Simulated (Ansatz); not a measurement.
# Resistivity from frozen vibrations: Ti(0001) with 2 thermally displaced layers, 2x2, part 2 of 2

Aim: the resistivity of Ti at 180 K from frozen thermal displacements between perfect leads.

Ansatz 0.2.0; Ansatz plane-wave DFT, PBE, PAW files; ballistic transport by layer matching (Landauer), zero bias; PAW set soft_1.

So far, open channels per spin nearest the Fermi level: step 2 (with 2 displaced layers) 2.66.

## Step 3: With 6 displaced layers

Each atom of 6 layers is moved at random, by amounts drawn from a normal law 0.0596 Å wide in each direction from the Debye model (420 K) at 180 K. A fresh draw is used; the growth of the resistance with length is what counts.

System of this step: Ti(0001) with 6 thermally displaced layers, 2x2. The cell holds 64 atoms: 64 Ti. Cell: a = 5.900 Å, b = 5.900 Å, c = 37.488 Å, α = 90.0°, β = 90.0°, γ = 120.0°. It derives from Ti. Regions: lead, 40 atoms (40 Ti); scattering region, 24 atoms (24 Ti). The structure is stacked along c, and the current runs across the ab planes.

Input file input.yaml:

```yaml
crystal:
  lattice:
    - [5.9, 0.0, 0.0]
    - [-2.95, 5.1095498823, 0.0]
    - [0.0, 0.0, 37.488]
  atoms:
    - { symbol: Ti, position: [0.1666666667, 0.3333333333, 0.03125] }
    - { symbol: Ti, position: [0.1666666667, 0.8333333333, 0.03125] }
    - { symbol: Ti, position: [0.6666666667, 0.3333333333, 0.03125] }
    - { symbol: Ti, position: [0.6666666667, 0.8333333333, 0.03125] }
    - { symbol: Ti, position: [0.3333333333, 0.1666666667, 0.09375] }
    - { symbol: Ti, position: [0.3333333333, 0.6666666667, 0.09375] }
    - { symbol: Ti, position: [0.8333333333, 0.1666666667, 0.09375] }
    - { symbol: Ti, position: [0.8333333333, 0.6666666667, 0.09375] }
    - { symbol: Ti, position: [0.1666666667, 0.3333333333, 0.15625] }
    - { symbol: Ti, position: [0.1666666667, 0.8333333333, 0.15625] }
    - { symbol: Ti, position: [0.6666666667, 0.3333333333, 0.15625] }
    - { symbol: Ti, position: [0.6666666667, 0.8333333333, 0.15625] }
    - { symbol: Ti, position: [0.3333333333, 0.1666666667, 0.21875] }
    - { symbol: Ti, position: [0.3333333333, 0.6666666667, 0.21875] }
    - { symbol: Ti, position: [0.8333333333, 0.1666666667, 0.21875] }
    - { symbol: Ti, position: [0.8333333333, 0.6666666667, 0.21875] }
    - { symbol: Ti, position: [0.1666666667, 0.3333333333, 0.28125] }
    - { symbol: Ti, position: [0.1666666667, 0.8333333333, 0.28125] }
    - { symbol: Ti, position: [0.6666666667, 0.3333333333, 0.28125] }
    - { symbol: Ti, position: [0.6666666667, 0.8333333333, 0.28125] }
    - { symbol: Ti, position: [0.3430025856, 0.1677626289, 0.3425686412] }
    - { symbol: Ti, position: [0.3213597579, 0.6613306604, 0.3440998718] }
    - { symbol: Ti, position: [0.8219211636, 0.1642281716, 0.3434970046] }
    - { symbol: Ti, position: [0.8400448225, 0.669169087, 0.3443146578] }
    - { symbol: Ti, position: [0.1593102365, 0.3318223433, 0.4074956722] }
    - { symbol: Ti, position: [0.1744052058, 0.8186555914, 0.4086554996] }
    - { symbol: Ti, position: [0.6848085073, 0.3424415861, 0.4066701981] }
    - { symbol: Ti, position: [0.6719959043, 0.8503304242, 0.4093646883] }
    - { symbol: Ti, position: [0.3591878203, 0.1819976825, 0.4693178479] }
    - { symbol: Ti, position: [0.3211084051, 0.666614742, 0.4697930844] }
    - { symbol: Ti, position: [0.8226293664, 0.1712728603, 0.4694330178] }
    - { symbol: Ti, position: [0.8334584397, 0.652862637, 0.4676986094] }
    - { symbol: Ti, position: [0.1554419265, 0.3196961953, 0.5340137117] }
    - { symbol: Ti, position: [0.1635775478, 0.8371683453, 0.5308391496] }
    - { symbol: Ti, position: [0.6903492732, 0.3487256361, 0.5322563449] }
    - { symbol: Ti, position: [0.6447236981, 0.8339398688, 0.5323363208] }
    - { symbol: Ti, position: [0.3398674762, 0.1594633243, 0.5966450253] }
    - { symbol: Ti, position: [0.3161465714, 0.6589548063, 0.5952357171] }
    - { symbol: Ti, position: [0.8455001731, 0.1900098532, 0.5940495414] }
    - { symbol: Ti, position: [0.8247399695, 0.6622651645, 0.5920162591] }
    - { symbol: Ti, position: [0.1574419967, 0.3406824482, 0.6571734244] }
    - { symbol: Ti, position: [0.1753378337, 0.8245364052, 0.658933852] }
    - { symbol: Ti, position: [0.6729422007, 0.3516872298, 0.6555623391] }
    - { symbol: Ti, position: [0.6606973156, 0.8362452431, 0.6578888936] }
    - { symbol: Ti, position: [0.3333333333, 0.1666666667, 0.71875] }
    - { symbol: Ti, position: [0.3333333333, 0.6666666667, 0.71875] }
    - { symbol: Ti, position: [0.8333333333, 0.1666666667, 0.71875] }
    - { symbol: Ti, position: [0.8333333333, 0.6666666667, 0.71875] }
    - { symbol: Ti, position: [0.1666666667, 0.3333333333, 0.78125] }
    - { symbol: Ti, position: [0.1666666667, 0.8333333333, 0.78125] }
    - { symbol: Ti, position: [0.6666666667, 0.3333333333, 0.78125] }
    - { symbol: Ti, position: [0.6666666667, 0.8333333333, 0.78125] }
    - { symbol: Ti, position: [0.3333333333, 0.1666666667, 0.84375] }
    - { symbol: Ti, position: [0.3333333333, 0.6666666667, 0.84375] }
    - { symbol: Ti, position: [0.8333333333, 0.1666666667, 0.84375] }
    - { symbol: Ti, position: [0.8333333333, 0.6666666667, 0.84375] }
    - { symbol: Ti, position: [0.1666666667, 0.3333333333, 0.90625] }
    - { symbol: Ti, position: [0.1666666667, 0.8333333333, 0.90625] }
    - { symbol: Ti, position: [0.6666666667, 0.3333333333, 0.90625] }
    - { symbol: Ti, position: [0.6666666667, 0.8333333333, 0.90625] }
    - { symbol: Ti, position: [0.3333333333, 0.1666666667, 0.96875] }
    - { symbol: Ti, position: [0.3333333333, 0.6666666667, 0.96875] }
    - { symbol: Ti, position: [0.8333333333, 0.1666666667, 0.96875] }
    - { symbol: Ti, position: [0.8333333333, 0.6666666667, 0.96875] }
kpoints:
  mp_grid: { grid: [4, 4, 1] }
hamiltonian:
  xc: pbe
  pseudopotentials: { kind: paw, azcp: { folder: soft_1 } }
scf:
  occupations: { method: fermi_dirac, width: 0.1 }
output:
  transmission: { leads: [[0, 8]], kmesh: [8, 8], e_range: [-0.05, 0.05], de: 0.05 }
  write_potential: true
  write_density: true
  volumetric_format: npy
```

The run is started by

```sh
> ansatz run input.yaml --threads 4 --pin off --max-ram 15360MiB --backend cpu --events-out ev --progress --plain --runs-dir out
```

Numbers of over 12 decimals in the logs are rounded to 6 here.

The program printed:

```text
[...]
Crystal: 64 atoms, lattice volume = 1130.126 Å³
Basis set: ecut = 420 eV, 21905 PW (Γ)
Bands: 461, of which v1, the nominal top of the filled ones, is band 384 counted from 1 (383 counted from 0)
Symmetry: 1 space group operations
[...]
k-points: 10 of 16 (time reversal used)
[...]
SCF iter   1: F=—  HF=-159992.125276 eV  |F-HF|=—  |Δ(HF+E_count)|=         —  Δρ=5.88e-2  dr2=5.15e1  ethr=3.10e-3  ⟨swp⟩=7.6  Hψ=16863  notcnv=0
[...]
SCF iter   9: F=-159979.184480 eV  HF=-159979.184480 eV  |F-HF|=3.62e-8  |Δ(HF+E_count)|=   5.08e-8  Δρ=1.71e-6  dr2=4.77e-8  ethr=1.30e-11  ⟨swp⟩=9.1  Hψ=10964  notcnv=0
SCF 1 converged in 9 iterations: F = -159979.184480 eV  dr2 = 4.77e-8
[...]
transmission: 168 of 1598 steps passed
transmission: 327 of 1598 steps passed
[...]
transmission: 1598 of 1598 steps passed
SCF converged after 9 iterations
Free energy (F): -159979.184480 eV
[...]
Internal energy: -159976.671520 eV  (E = F + TS)
E sigma→0 (E₀):  -159977.928000 eV
Entropy (-TS):   -2.512960 eV (-39.265 meV/atom)
Fermi energy:    13.003048 eV
[...]
--- Band table (eV; the first three rows and the last of 10) ---
  k-point 0: bands = [... 380 lower, 13.5317, 13.5597, 13.5784, 13.5889, 13.5961, 13.5983, 13.6029, 13.6128, ... 73 higher]
  k-point 1: bands = [... 380 lower, 13.2419, 13.2498, 13.2588, 13.2638, 13.2707, 13.2779, 13.2965, 13.3049, ... 73 higher]
  k-point 2: bands = [... 380 lower, 12.7716, 12.7889, 12.8162, 12.8290, 12.8983, 12.9089, 12.9184, 12.9273, ... 73 higher]
  k-point 9: bands = [... 380 lower, 12.7850, 12.7954, 12.8401, 12.8555, 12.8662, 12.8934, 12.9349, 12.9384, ... 73 higher]
--- Transmission ---
  basis      : 253 plane waves across, 47 finite elements along
  points     : 34, standing for a mesh of 8 x 8
[...]
channels       : 2.656250e0 a spin
[...]
junction   : crystal 0 to crystal 0, 0.70 to 33.50 Å
    transmission   : 2.019339e0 a spin
[...]
```

Elapsed: 15 min, on 4 threads of Arm Neoverse V1, shared host; peak memory 9.4 GiB; 53 min of CPU time.

Numbers from this step:

```yaml
free_energy: -159979.1845 eV
energy_at_zero_smearing: -159977.9280 eV
fermi_energy: 13.00 eV
transmission_per_spin_nearest_the_fermi_level: 2.019
step_of_the_lead_s_potential: 1.8 meV
```

Per spin. The transmission, zone mean by energy, zero at the Fermi level:

| energy (eV) | transmission, zone mean |
| --- | --- |
| -0.0500 | 1.81 |
| 0.0000 | 2.02 |
| 0.0500 | 2.05 |

Over the solved energies the transmission per spin lies between 1.81 and 2.05, out of 2.71 channels of the lead on average (up to 3.22).

## Step 4: With 10 displaced layers

Each atom of 10 layers is moved at random, by amounts drawn from a normal law 0.0596 Å wide in each direction from the Debye model (420 K) at 180 K. A fresh draw is used; the growth of the resistance with length is what counts.

System of this step: Ti(0001) with 10 thermally displaced layers, 2x2. The cell holds 80 atoms: 80 Ti. Its edges and angles: a = 5.900 Å, b = 5.900 Å, c = 46.860 Å, α = 90.0°, β = 90.0°, γ = 120.0°. It derives from Ti. Regions: lead, 40 atoms (40 Ti); scattering region, 40 atoms (40 Ti). The structure is stacked along c, and the current runs across the ab planes.

Input file input.yaml:

```yaml
crystal:
  lattice:
    - [5.9, 0.0, 0.0]
    - [-2.95, 5.1095498823, 0.0]
    - [0.0, 0.0, 46.86]
  atoms:
    - { symbol: Ti, position: [0.1666666667, 0.3333333333, 0.025] }
    - { symbol: Ti, position: [0.1666666667, 0.8333333333, 0.025] }
    - { symbol: Ti, position: [0.6666666667, 0.3333333333, 0.025] }
    - { symbol: Ti, position: [0.6666666667, 0.8333333333, 0.025] }
    - { symbol: Ti, position: [0.3333333333, 0.1666666667, 0.075] }
    - { symbol: Ti, position: [0.3333333333, 0.6666666667, 0.075] }
    - { symbol: Ti, position: [0.8333333333, 0.1666666667, 0.075] }
    - { symbol: Ti, position: [0.8333333333, 0.6666666667, 0.075] }
    - { symbol: Ti, position: [0.1666666667, 0.3333333333, 0.125] }
    - { symbol: Ti, position: [0.1666666667, 0.8333333333, 0.125] }
    - { symbol: Ti, position: [0.6666666667, 0.3333333333, 0.125] }
    - { symbol: Ti, position: [0.6666666667, 0.8333333333, 0.125] }
    - { symbol: Ti, position: [0.3333333333, 0.1666666667, 0.175] }
    - { symbol: Ti, position: [0.3333333333, 0.6666666667, 0.175] }
    - { symbol: Ti, position: [0.8333333333, 0.1666666667, 0.175] }
    - { symbol: Ti, position: [0.8333333333, 0.6666666667, 0.175] }
    - { symbol: Ti, position: [0.1666666667, 0.3333333333, 0.225] }
    - { symbol: Ti, position: [0.1666666667, 0.8333333333, 0.225] }
    - { symbol: Ti, position: [0.6666666667, 0.3333333333, 0.225] }
    - { symbol: Ti, position: [0.6666666667, 0.8333333333, 0.225] }
    - { symbol: Ti, position: [0.3315459126, 0.1598407781, 0.2732951303] }
    - { symbol: Ti, position: [0.322113889, 0.672526766, 0.2762580577] }
    - { symbol: Ti, position: [0.8254123616, 0.1541421001, 0.2761097534] }
    - { symbol: Ti, position: [0.81625036, 0.6583539703, 0.2757893968] }
    - { symbol: Ti, position: [0.1462017295, 0.3378374938, 0.3242606567] }
    - { symbol: Ti, position: [0.1673286838, 0.8324508316, 0.3252569144] }
    - { symbol: Ti, position: [0.6692544972, 0.3244925262, 0.3268062583] }
    - { symbol: Ti, position: [0.6789151468, 0.8431692711, 0.326480698] }
    - { symbol: Ti, position: [0.346204667, 0.1765066382, 0.3750960896] }
    - { symbol: Ti, position: [0.3181417291, 0.6650923585, 0.3740218439] }
    - { symbol: Ti, position: [0.8204760661, 0.1696796182, 0.3742772976] }
    - { symbol: Ti, position: [0.816857145, 0.6545077279, 0.375341194] }
    - { symbol: Ti, position: [0.177996125, 0.3487500761, 0.4249823126] }
    - { symbol: Ti, position: [0.1853584464, 0.8496804421, 0.4264620144] }
    - { symbol: Ti, position: [0.6499487679, 0.3476568948, 0.4254317025] }
    - { symbol: Ti, position: [0.6731088046, 0.8376609716, 0.4254865356] }
    - { symbol: Ti, position: [0.334466039, 0.1624825819, 0.4725827671] }
    - { symbol: Ti, position: [0.3275489388, 0.6572970442, 0.4763730322] }
    - { symbol: Ti, position: [0.8309045622, 0.1676397929, 0.4739200371] }
    - { symbol: Ti, position: [0.8281109573, 0.6665322183, 0.4731118894] }
    - { symbol: Ti, position: [0.1690840526, 0.3320967804, 0.5234927915] }
    - { symbol: Ti, position: [0.1454450328, 0.8393143142, 0.5246217309] }
    - { symbol: Ti, position: [0.6599392941, 0.3305803259, 0.527308984] }
    - { symbol: Ti, position: [0.6666687735, 0.8343431102, 0.5231097314] }
    - { symbol: Ti, position: [0.3553124456, 0.177362418, 0.576356217] }
    - { symbol: Ti, position: [0.3391576477, 0.6773527049, 0.5754715231] }
    - { symbol: Ti, position: [0.8386368732, 0.1648924548, 0.5731264912] }
    - { symbol: Ti, position: [0.8324419218, 0.6441095896, 0.5746950084] }
    - { symbol: Ti, position: [0.1585231968, 0.3211760376, 0.6257793616] }
    - { symbol: Ti, position: [0.1620977459, 0.8282404765, 0.6256607884] }
    - { symbol: Ti, position: [0.6699513304, 0.349525572, 0.6254467464] }
    - { symbol: Ti, position: [0.6505451091, 0.810667778, 0.6233376707] }
    - { symbol: Ti, position: [0.3440108178, 0.1660767423, 0.6746401102] }
    - { symbol: Ti, position: [0.3424469675, 0.6517139941, 0.6742555506] }
    - { symbol: Ti, position: [0.8319798304, 0.1735019799, 0.674156558] }
    - { symbol: Ti, position: [0.8177842452, 0.6479544011, 0.6759271007] }
    - { symbol: Ti, position: [0.1720285874, 0.3277799012, 0.7252076269] }
    - { symbol: Ti, position: [0.1508662301, 0.827833102, 0.72675156] }
    - { symbol: Ti, position: [0.6815036809, 0.360266736, 0.7239993727] }
    - { symbol: Ti, position: [0.671385544, 0.8310541953, 0.7257192302] }
    - { symbol: Ti, position: [0.3333333333, 0.1666666667, 0.775] }
    - { symbol: Ti, position: [0.3333333333, 0.6666666667, 0.775] }
    - { symbol: Ti, position: [0.8333333333, 0.1666666667, 0.775] }
    - { symbol: Ti, position: [0.8333333333, 0.6666666667, 0.775] }
    - { symbol: Ti, position: [0.1666666667, 0.3333333333, 0.825] }
    - { symbol: Ti, position: [0.1666666667, 0.8333333333, 0.825] }
    - { symbol: Ti, position: [0.6666666667, 0.3333333333, 0.825] }
    - { symbol: Ti, position: [0.6666666667, 0.8333333333, 0.825] }
    - { symbol: Ti, position: [0.3333333333, 0.1666666667, 0.875] }
    - { symbol: Ti, position: [0.3333333333, 0.6666666667, 0.875] }
    - { symbol: Ti, position: [0.8333333333, 0.1666666667, 0.875] }
    - { symbol: Ti, position: [0.8333333333, 0.6666666667, 0.875] }
    - { symbol: Ti, position: [0.1666666667, 0.3333333333, 0.925] }
    - { symbol: Ti, position: [0.1666666667, 0.8333333333, 0.925] }
    - { symbol: Ti, position: [0.6666666667, 0.3333333333, 0.925] }
    - { symbol: Ti, position: [0.6666666667, 0.8333333333, 0.925] }
    - { symbol: Ti, position: [0.3333333333, 0.1666666667, 0.975] }
    - { symbol: Ti, position: [0.3333333333, 0.6666666667, 0.975] }
    - { symbol: Ti, position: [0.8333333333, 0.1666666667, 0.975] }
    - { symbol: Ti, position: [0.8333333333, 0.6666666667, 0.975] }
kpoints:
  mp_grid: { grid: [4, 4, 1] }
hamiltonian:
  xc: pbe
  pseudopotentials: { kind: paw, azcp: { folder: soft_1 } }
scf:
  occupations: { method: fermi_dirac, width: 0.1 }
output:
  transmission: { leads: [[0, 8]], kmesh: [8, 8], e_range: [-0.05, 0.05], de: 0.05 }
  write_potential: true
  write_density: true
  volumetric_format: npy
```

The program printed:

```text
[...]
Crystal: 80 atoms, lattice volume = 1412.658 Å³
Basis set: ecut = 420 eV, 27409 PW (Γ)
Bands: 576, of which v1, the nominal top of the filled ones, is band 480 counted from 1 (479 counted from 0)
Symmetry: 1 space group operations
[...]
k-points: 10 of 16 (time reversal used)
[...]
SCF iter   1: F=—  HF=-199989.885053 eV  |F-HF|=—  |Δ(HF+E_count)|=         —  Δρ=5.87e-2  dr2=6.94e1  ethr=3.10e-3  ⟨swp⟩=7.6  Hψ=20690  notcnv=0
[...]
SCF iter   9: F=-199973.635843 eV  HF=-199973.635843 eV  |F-HF|=4.33e-8  |Δ(HF+E_count)|=   7.90e-8  Δρ=1.63e-6  dr2=5.66e-8  ethr=1.04e-11  ⟨swp⟩=7.2  Hψ=16531  notcnv=0
SCF 1 converged in 9 iterations: F = -199973.635843 eV  dr2 = 5.66e-8
[...]
transmission: 201 of 1972 steps passed
transmission: 402 of 1972 steps passed
[...]
transmission: 1972 of 1972 steps passed
SCF converged after 9 iterations
Free energy (F): -199973.635843 eV
[...]
Internal energy: -199970.460326 eV  (E = F + TS)
E sigma→0 (E₀):  -199972.048085 eV
Entropy (-TS):   -3.175517 eV (-39.694 meV/atom)
Fermi energy:    12.999214 eV
[...]
--- Band table (eV; the first three rows and the last of 10) ---
  k-point 0: bands = [... 476 lower, 13.5555, 13.5587, 13.5622, 13.5713, 13.5774, 13.5898, 13.5918, 13.6022, ... 92 higher]
  k-point 1: bands = [... 476 lower, 13.2525, 13.2594, 13.2609, 13.2685, 13.2737, 13.2788, 13.2873, 13.2910, ... 92 higher]
  k-point 2: bands = [... 476 lower, 12.7863, 12.7977, 12.8408, 12.8512, 12.8590, 12.8808, 12.8840, 12.9031, ... 92 higher]
  k-point 9: bands = [... 476 lower, 12.8075, 12.8388, 12.8524, 12.8636, 12.8702, 12.8738, 12.8944, 12.9033, ... 92 higher]
--- Transmission ---
  basis      : 253 plane waves across, 58 finite elements along
  points     : 34, standing for a mesh of 8 x 8
[...]
channels       : 2.656250e0 a spin
[...]
junction   : crystal 0 to crystal 0, 0.70 to 42.87 Å
    transmission   : 1.775690e0 a spin
[...]
```

Wall time 26 min (4 threads); peak memory 9.4 GiB; 1.5 h of CPU time.

Numbers from this step:

```yaml
free_energy: -199973.6358 eV
energy_at_zero_smearing: -199972.0481 eV
transmission_per_spin_nearest_the_fermi_level: 1.776
step_of_the_lead_s_potential: 4.1 meV
```

Per spin. Transmission, zone mean against energy, zero at the Fermi level:

| energy (eV) | transmission, zone mean |
| --- | --- |
| -0.0500 | 1.63 |
| 0.0000 | 1.78 |
| 0.0500 | 1.75 |

Over the solved energies the transmission per spin lies between 1.63 and 1.78, out of 2.71 channels of the lead on average (up to 3.22).

## Step 5: The fit

This step: Ansatz plane-wave DFT, PBE, PAW files; ballistic transport by layer matching (Landauer), zero bias; resistivity from the slope of the area resistance; PAW set soft_1 (Ansatz 0.2.0).

This step gave:

| Quantity | Value |
| --- | --- |
| resistivity | 36.08 µΩ cm |
| intercept | 0.002551 fΩ m² |
| scatter about the fit | 0.02744 fΩ m² |

Resistance, by row:

| run | length (Å) | T | channels N | RA (fΩ m²) |
| --- | --- | --- | --- | --- |
| n2 | 4.686 | 2.449 | 2.708 | 0.1522 |
| n6 | 14.06 | 1.96 | 2.708 | 0.5485 |
| n10 | 23.43 | 1.718 | 2.708 | 0.8284 |

The area resistance by length of the displaced region:

| length of the displaced region (Å) | area resistance (fΩ m²) |
| --- | --- |
| 4.69 | 0.152 |
| 14.06 | 0.549 |
| 23.43 | 0.828 |

The area resistance goes from 0.15 to 0.83 fΩ m² between 4.7 and 23.4 Å, a slope of 36 µΩ cm.

By hand from the end points: (0.8284 − 0.1522) fΩ m² / (23.43 − 4.69) Å = 36 µΩ cm, since 1 fΩ m² per Å is 1000 µΩ cm.

## Step 6: Summary of results

```json
{
 "resistivity from the slope": "36.1 µΩ cm",
 "area resistance over 4.69 Å": "0.152 fΩ m²",
 "area resistance over 14.1 Å": "0.549 fΩ m²",
 "area resistance over 23.4 Å": "0.828 fΩ m²"
}
```

**Reading.** The slope gives 36 µΩ cm. The points scatter by 0.027 fΩ m² about the line, with one random draw a length in a 2x2 cell, so the slope is a rough value. The mean square of the displacements drawn is 0.73, 0.99 and 0.93 of the nominal one at the three lengths; with each resistance scaled back by that, the slope is 37 µΩ cm, the value used below. Read with a model of isotropic scattering on a spherical Fermi surface and the lead's 0.70×10¹⁵ S/m², this slope means a mean free path near 31 Å; over these lengths the model's slope is 1.07 times its bulk resistivity, which would be 34 µΩ cm. Uncorrelated displacements put too much weight on short waves, which scatter strongly; with the sideways repeat of a small cell, one draw and three short lengths, the method is good to a factor of two or three.

[Logs are printed without paths, hosts, clocks, repeated set-up lines and the standing remarks that a program may print on its own settings, such as how far it seeks lower states.]

[Hosts, paths, dates, database ids (printed as entryN), source tags and the programs' standing remarks are cut or masked in the printed files.]
